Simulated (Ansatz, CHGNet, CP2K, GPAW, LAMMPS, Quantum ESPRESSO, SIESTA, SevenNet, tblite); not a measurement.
# GPAW on amorphous Hg30S21Se9 (60 atoms): settings against a plane-wave reference, part 2 of 2

How do the settings of GPAW change the result for amorphous Hg30S21Se9 (60 atoms)? A plane-wave run serves as the yardstick.

Program: GPAW 26.7.0; the method stands at each step. Banners and routine set-up lines are dropped from the logs; longer cuts are marked.

So far. Step 3 (PBE, LCAO sz(dzp), h 0.2 Å): Against the first run (14 %), the force difference from the reference is 58 %, at 0.43 times the CPU time, with 480 basis functions against 1200: the smaller basis costs accuracy. Step 4 (PBE, LCAO dzp, h 0.22 Å): Against the first run (14 %), the force difference from the reference is 14 %, at 0.85 times the CPU time.

## Step 5: PBE, LCAO szp(dzp), h 0.2 Å

Method: Kohn-Sham DFT, PBE, PAW, atomic orbitals (szp(dzp)).

File run.py:

```python
import numpy as np
from ase.io import read
from gpaw import GPAW, FermiDirac

atoms = read("structure.xyz")
atoms.calc = GPAW(
    mode="lcao",
    basis="szp(dzp)",
    h=0.2,
    xc="PBE",
    kpts={"size": (1, 1, 1), "gamma": True},
    occupations=FermiDirac(0.05),
    maxiter=200,
    symmetry={"point_group": False},
    txt="gpaw.txt",
)
energy = atoms.get_potential_energy(force_consistent=True)
forces = atoms.get_forces()
print(f"energy {energy:.6f} eV")
print("forces (eV/A)")
for i, (a, f) in enumerate(zip(atoms, forces)):
    print(f"{i:4d} {a.symbol:2s} {f[0]:10.5f} {f[1]:10.5f} {f[2]:10.5f}")
print(f"Fermi level {atoms.calc.get_fermi_level():.4f} eV")
for k in range(len(atoms.calc.get_ibz_k_points())):
    for s in range(atoms.calc.get_number_of_spins()):
        e = atoms.calc.get_eigenvalues(kpt=k, spin=s)
        n = np.searchsorted(e, atoms.calc.get_fermi_level())
        print(f"k {k} spin {s} levels about the Fermi level:", np.round(e[max(n - 6, 0):n], 4).tolist(), "|", np.round(e[n:n + 6], 4).tolist())
```

File structure.xyz:

```xyz
60
Lattice="11.89490 0.00000 0.00000 0.00000 11.89490 0.00000 0.00000 0.00000 11.89490" Properties=species:S:1:pos:R:3 pbc="T T T"
[... 60 atom lines left out: the same atoms as in the first run ...]
```

Command:

```
> OMP_NUM_THREADS=1 python run.py > output.txt
```

The log of the run:

```text
energy -93.942803 eV
forces (eV/A)
   0 Hg    0.54478    0.39242   -0.27618
   1 Hg    0.62326   -0.53521    0.21972
   2 Hg    0.35505   -0.36621    0.02176
   3 Hg    0.14050   -0.53406   -0.12805
   4 Hg   -0.58048   -0.46095   -0.62636
   5 Hg   -0.29677   -0.51587   -0.41572
   6 Hg   -0.30418   -0.79629    0.23584
   7 Hg    0.07129    0.39939    0.08235
   8 Hg   -0.62180   -0.17962   -0.20407
   9 Hg   -0.24257    0.98613    0.34421
  10 Hg   -0.11131   -0.66199    0.22126
  11 Hg   -0.25740   -0.57762    0.21683
[...]
55 Se   -0.39291   -0.08042    0.75916
  56 Se   -0.03333   -0.44652   -0.15052
  57 Se   -0.23394   -0.08906    0.23793
  58 Se   -0.27595    0.11683   -0.68357
  59 Se   -0.01180   -0.24021   -0.81392
Fermi level 4.1522 eV
k 0 spin 0 levels about the Fermi level: [3.5936, 3.6693, 3.8507, 3.9013, 4.0132, 4.1133] | [4.198, 4.293, 4.3169, 4.4264, 4.5396, 4.7]
```

gpaw.txt:

```text
Input parameters:
  mode=LCAO(),
  basis={'default': 'szp(dzp)'},
  h=0.2,
  kpts=MonkhorstPack(size=(1, 1, 1), gamma=True),
  maxiter=200,
  occupations=Occupations(name='fermi-dirac', width=0.05, fixmagmom=False),
  symmetry=Symmetry(point_group=False),
  xc=XC(name='PBE')
[... lines left out ...]
  Fermi-Dirac:
[... lines left out ...]
convergence criteria:
- Maximum [total energy] change in last 3 cyles: 0.0005 eV / valence electron
[... lines left out ...]
Converged in 16 steps
[... lines left out ...]
  Free energy:     -93.942803
[... lines left out ...]
Fermi level: 4.152
[... lines left out ...]
|          0 |       -59.191 |     2.000 |
|        ... |               |           |
|        352 |         3.393 |     2.000 |
|        353 |         3.513 |     2.000 |
[...]
|        367 |         4.937 |     0.000 |
|        ... |               |           |
|        435 |        10.729 |     0.000 |
Gap: 0.085 eV
Transition (v -> c):
  (s=0, k=0, n=359, [0.00, 0.00, 0.00]) -> (s=0, k=0, n=360, [0.00, 0.00, 0.00])
No difference between direct/indirect transitions
Force computation time: 19.716  # s
timing:  # [seconds]
  Total:  169.016  # ━━━━━━━━━━━━━━━━━━━━━━━━━━━━━━━━━━━━━━━━━━━━━━━━━━━━━━━━
  Init:     9.704  # ━━━
  SCF:    139.569  # ━━━━━━━━━━━━━━━━━━━━━━━━━━━━━━━━━━━━━━━━━━━━━━
  Forces:  19.716  # ━━━━━━╸
```

Wall time 2.8 min (1 thread of Arm Neoverse V1, shared host); peak memory 1.6 GiB.

Compared with the plane-wave run:

| Property | Result |
| --- | --- |
| r.m.s. force component | 0.4195 eV/Å |
| r.m.s. difference of force components | 92.12 meV/Å |
| longest difference of force vectors | 369.6 meV/Å |
| force difference over r.m.s. force | 22.37 % |
| slope of forces against the reference's | 0.9938 |
| correlation of force components | 0.9756 |

This is a coarse setting, run to see what it loses.

Against the first run (14 %), the force difference from the reference is 22 %, at 0.66 times the CPU time, with 720 basis functions against 1200: the smaller basis costs accuracy.

## Step 6: The ladder

Differences are against the plane-wave reference, forces as r.m.s. over components; share is that over the reference's r.m.s. force, slope the least-squares factor from reference forces to these. Total energies of different programs have different zeros and aren't compared.

```
                                      run  Δ force, r.m.s. (meV/Å)  share (%)  slope  cores  CPU time  memory (GiB)
                                reference                        -          -      -      8   2.3 min           2.6
              GPAW PBE, LCAO dzp, h 0.2 Å                     58.7       14.2  0.998      1   4.3 min           1.7
 GPAW PBE, LCAO sz(dzp), h 0.2 Å (coarse)                      240       58.3  0.936      1   1.9 min           1.5
    GPAW PBE, LCAO dzp, h 0.22 Å (coarse)                     57.4       13.9  0.995      1   3.7 min           1.4
GPAW PBE, LCAO szp(dzp), h 0.2 Å (coarse)                     92.1       22.4  0.994      1   2.8 min           1.6
```

Rows marked coarse use a setting chosen to be so.

CPU time is summed over cores on a shared host, where runs went side by side, so it is rough. Symmetry, cutoffs, thresholds, outputs and thread counts weren't matched or tuned between programs; memory under MPI is the largest rank's times the ranks.

Within one program, basis, potentials and functional, energies share a zero. Each run against its twin at the usual cutoff or grid and solver:

```
                         run               twin  Δ energy (meV/atom)  Δ force, r.m.s. (meV/Å)  CPU time over the twin's
GPAW PBE, LCAO dzp, h 0.22 Å  LCAO dzp, h 0.2 Å                 15.3                     23.4                      0.85
```

## Step 7: Summary of results

| Quantity | Value |
| --- | --- |
| nearest in forces | a tie at 14 % of 2 runs: GPAW PBE, LCAO dzp, h 0.2 Å; GPAW PBE, LCAO dzp, h 0.22 Å (coarse) |

In words: The PBE run in local orbitals, coarse settings apart, differs by 14 % (GPAW PBE, LCAO dzp, h 0.2 Å); basis, grid and potentials can all enter. Runs with settings chosen to be coarse differ by 14 % (GPAW PBE, LCAO dzp, h 0.22 Å) to 58 % (GPAW PBE, LCAO sz(dzp), h 0.2 Å), their programs' other errors included. None of the electronic-structure runs in the table takes under half the reference's CPU time of 2.3 min; they take 0.81 to 1.9 times as much. The potentials hold different valence shells: 870 electrons in the reference, 720 in GPAW; this bears on time and differences. The quench rate of 3 K/ps is many orders above laboratory rates, so the cell is likely richer in defects and strain than a real sample. The network of bonds at the start is that of the classical potential that made the cell, and needn't be the one that DFT or experiment would give. The electronic-structure runs sample only Γ, in a cell whose shortest periodic width is 12 Å, which is coarse for a cell with partly filled levels. Spin–orbit coupling is left out, which matters for the levels of the heavy elements.

[Long decimals in the printed logs are rounded to 6 places.]

[Also dropped from logs without a mark: lines with file paths, logging warnings of Python, QE's lines on negative density and diagonalisation, SIESTA's first energy breakdown, zero terms and Voronoi charges.]

[Logs are printed without paths, hosts, clocks, repeated set-up lines and the standing remarks that a program may print on its own settings, such as how far it seeks lower states.]

[Hosts, paths, dates, database ids (printed as entryN), source tags and the programs' standing remarks are cut or masked in the printed files.]

[Most failed runs of this program on this cell are left out, timed-out ones always.]
